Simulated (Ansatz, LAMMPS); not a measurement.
**Glassy 88B2O3-12MgO (mol %) (116 atoms), the frame at 132 fs of a trajectory (instantaneous temperature 506 K)**

The starting structure: 116 atoms (44 B, 3 Mg, 69 O) placed at random at 1.99 g/cm³, melted at 3000 K for 20 ps at fixed volume with the Buckingham and Coulomb pair potential of Guillot and Sator (Geochim. Cosmochim. Acta 71, 1249 (2007)) with the boron terms of Wang et al. (J. Non-Cryst. Solids 498, 294 (2018)). Quenched from 3000 K to 300 K at 50 K/ps and fixed volume, held 10 ps at zero pressure.

Geometry: the frame at 132 fs of a trajectory (instantaneous temperature 506 K). Computed with Ansatz 0.2.0: Kohn-Sham DFT, RPBE, PAW (set soft_2), plane waves; cutoff 420 eV, Γ point, fixed occupations; density 2.17 g/cm³.

Extended XYZ; positions in Å, forces in eV/Å:

```xyz
116
Lattice="10.817 0.000 0.000 0.000 10.817 0.000 0.000 0.000 10.817" Properties=species:S:1:pos:R:3:forces:R:3 pbc="T T T"
B 2.005 9.451 1.826 -1.312 0.151 0.441
B 0.259 0.831 9.142 -1.249 0.995 -1.473
B 8.750 9.348 3.060 -0.866 0.553 0.020
B 6.297 5.012 5.186 1.587 -1.694 -0.418
B 5.118 10.400 3.024 -0.100 -0.578 0.909
B 10.263 4.815 2.423 0.298 -0.147 1.019
B 3.571 1.780 7.009 0.202 -0.592 0.497
B 9.479 2.247 10.587 -0.812 -2.234 0.156
B 7.859 1.250 4.798 -0.006 -1.122 1.427
B 4.710 2.265 9.840 0.615 0.866 0.339
B 7.202 7.669 0.692 0.397 -1.174 -0.043
B 5.180 1.603 1.890 0.658 1.335 -1.643
B 2.666 8.703 10.129 1.265 -0.465 -0.058
B 10.473 8.983 4.806 0.391 0.725 0.868
B 7.888 5.456 1.591 -0.154 0.199 0.052
B 9.826 6.246 9.874 1.789 -1.474 -0.481
B 7.532 10.572 6.911 -0.256 2.521 -0.338
B 9.247 10.634 0.910 0.343 1.730 -0.306
B 6.202 9.061 9.792 -0.412 0.476 0.650
B 10.365 2.625 6.463 -1.153 0.748 0.523
B 10.259 6.892 6.032 1.310 -0.286 -1.500
B 5.639 7.248 5.681 0.605 -0.926 0.820
B 7.542 5.265 9.093 -0.854 0.405 -0.292
B 7.285 2.933 0.728 0.870 1.513 -1.556
B 0.036 0.096 6.644 0.024 -0.822 0.813
B 3.133 3.029 2.512 -0.279 -0.353 -0.474
B 1.254 1.145 2.566 0.973 -0.467 0.259
B 3.098 4.349 7.792 0.918 1.032 -1.569
B 2.518 7.785 3.617 -0.119 0.214 0.547
B 4.986 4.792 9.658 0.306 -0.422 -0.406
B 3.329 6.251 0.235 -0.298 0.731 -1.540
B 0.968 4.743 6.541 1.621 0.404 2.053
B 0.381 3.932 10.286 1.078 2.105 -1.939
B 9.574 8.514 10.648 -1.125 -1.666 0.300
B 2.857 10.041 7.813 0.338 1.153 -2.457
B 6.415 8.433 3.583 -0.236 -0.488 -0.610
B 6.447 0.390 9.091 0.045 -0.671 -0.055
B 8.013 8.023 6.727 1.385 0.098 -0.179
B 2.183 2.290 9.963 -0.170 -1.230 0.319
B 2.119 5.530 2.459 -1.361 0.196 -0.131
B 8.229 4.219 6.834 -0.302 -1.441 -1.127
B 9.906 2.273 3.319 -0.700 0.946 0.152
B 5.204 1.158 4.955 0.665 0.296 1.844
B 3.550 8.588 5.862 -1.283 0.055 0.440
Mg 6.943 3.062 3.203 0.330 0.671 0.176
Mg 4.659 7.051 8.537 0.187 0.059 -0.424
Mg 4.410 5.642 3.833 -0.066 -0.060 -0.050
O 10.807 5.210 9.797 0.012 0.500 0.486
O 4.062 5.043 8.472 0.111 0.702 0.469
O 3.280 7.344 10.008 -1.791 1.265 1.785
O 1.679 3.534 9.801 -1.787 1.800 0.425
O 7.327 4.132 1.521 0.176 0.037 0.186
O 7.872 9.332 7.133 1.282 -2.233 0.857
O 4.276 5.333 0.004 0.933 -0.652 0.280
O 6.439 1.986 1.300 -0.951 -1.221 1.408
O 4.748 0.343 1.934 0.162 -0.924 0.466
O 10.603 7.608 4.843 -0.033 -0.671 1.458
O 0.066 5.704 6.376 -1.143 1.059 -1.165
O 5.291 5.724 5.776 -0.379 1.345 0.282
O 5.589 7.511 4.215 0.824 -0.006 0.762
O 8.516 5.867 9.855 -0.589 0.103 -0.401
O 9.126 3.228 6.471 0.374 -0.480 0.428
O 10.236 7.591 9.872 0.511 -1.048 -0.282
O 7.753 4.418 8.056 1.050 -0.074 0.732
O 0.646 3.413 6.681 1.101 -0.382 -0.688
O 2.288 9.351 0.492 0.397 -0.276 -0.809
O 9.869 1.462 9.342 0.116 0.965 0.565
O 6.235 5.674 9.272 -1.537 -0.122 1.011
O 4.885 10.771 4.440 0.169 -0.670 -2.905
O 1.800 8.291 2.573 0.647 0.739 -0.078
O 3.475 2.137 10.393 -0.476 -0.288 0.243
O 3.151 8.591 4.534 0.038 -0.323 -0.370
O 6.957 7.393 6.279 -1.567 -1.010 -0.839
O 2.994 4.349 2.769 0.511 0.765 0.150
O 0.140 9.812 5.800 -0.161 -0.262 0.609
O 4.603 7.921 6.470 0.062 -0.253 -1.270
O 2.647 6.408 3.725 -0.831 -0.071 -1.321
O 6.947 6.496 1.418 1.092 -1.382 0.816
O 7.779 8.506 3.699 -0.026 0.393 -0.368
O 8.630 1.873 3.865 0.439 0.311 -0.613
O 2.382 6.192 1.184 0.430 -0.206 0.802
O 10.485 3.186 0.310 -0.843 -0.622 -0.066
O 8.502 10.171 1.984 -0.318 -1.039 0.367
O 4.427 1.785 5.880 0.071 0.558 -0.185
O 0.671 5.351 2.525 0.808 -0.251 0.107
O 9.232 1.210 0.830 0.658 -1.643 0.187
O 0.321 10.781 8.007 0.219 -0.172 -0.243
O 1.675 10.645 2.491 0.322 0.104 -1.024
O 1.414 1.172 9.791 0.350 -0.650 0.310
O 8.469 8.029 0.484 1.119 0.516 0.286
O 9.220 5.629 1.958 -1.018 -0.023 -0.425
O 5.978 4.569 3.889 0.965 0.065 1.405
O 4.474 2.587 2.491 -0.258 0.980 0.528
O 7.105 10.165 9.838 -1.415 1.253 -0.743
O 6.163 8.262 0.135 -1.021 0.204 -0.346
O 9.896 9.576 3.727 0.272 -0.267 -0.424
O 5.721 9.242 2.687 0.149 0.313 0.710
O 2.690 9.441 8.960 -0.590 -1.072 3.243
O 3.314 3.000 7.636 -0.283 -1.585 -0.812
O 5.441 1.178 9.591 1.120 -2.594 -0.329
O 9.246 7.257 6.808 -2.420 1.740 1.261
O 10.449 1.296 6.152 0.655 1.112 -0.337
O 6.713 0.542 7.731 0.958 -0.203 -0.966
O 8.155 0.317 5.743 -0.916 0.163 -0.172
O 2.050 2.241 2.273 0.062 -0.355 0.077
O 5.304 8.816 8.854 0.983 0.581 -0.236
O 2.685 9.267 6.664 0.492 0.673 0.233
O 8.087 2.846 10.454 0.320 -0.307 0.357
O 5.418 3.418 9.801 -0.143 1.866 -0.144
O 10.035 9.745 0.066 -0.324 2.421 0.987
O 3.143 0.611 7.618 0.256 0.128 -0.136
O 7.552 4.663 5.731 -1.501 0.782 -1.836
O 2.266 5.188 6.981 -0.661 -1.891 0.232
O 9.899 3.624 3.110 -0.035 -0.095 -0.348
O 0.039 1.349 3.163 0.180 -0.336 -0.040
O 6.542 1.675 4.628 -2.469 0.354 -0.140
```

The quench rate of 50 K/ps is many orders above laboratory rates, so the cell is likely richer in defects and strain than a real sample. The network of bonds at the start is that of the classical potential that made the cell. Only the Γ point is sampled, in a cell whose shortest periodic width is 11 Å.

The r.m.s. force component is 0.915 eV/Å; the longest force, 3.47 eV/Å, acts on O98. The energy lies 59.7 meV/atom below that of the first step of this run.

[Logs are printed without paths, hosts, clocks, repeated set-up lines and the standing remarks that a program may print on its own settings, such as how far it seeks lower states.]

[Hosts, paths, dates, database ids (printed as entryN), source tags and the programs' standing remarks are cut or masked in the printed files.]
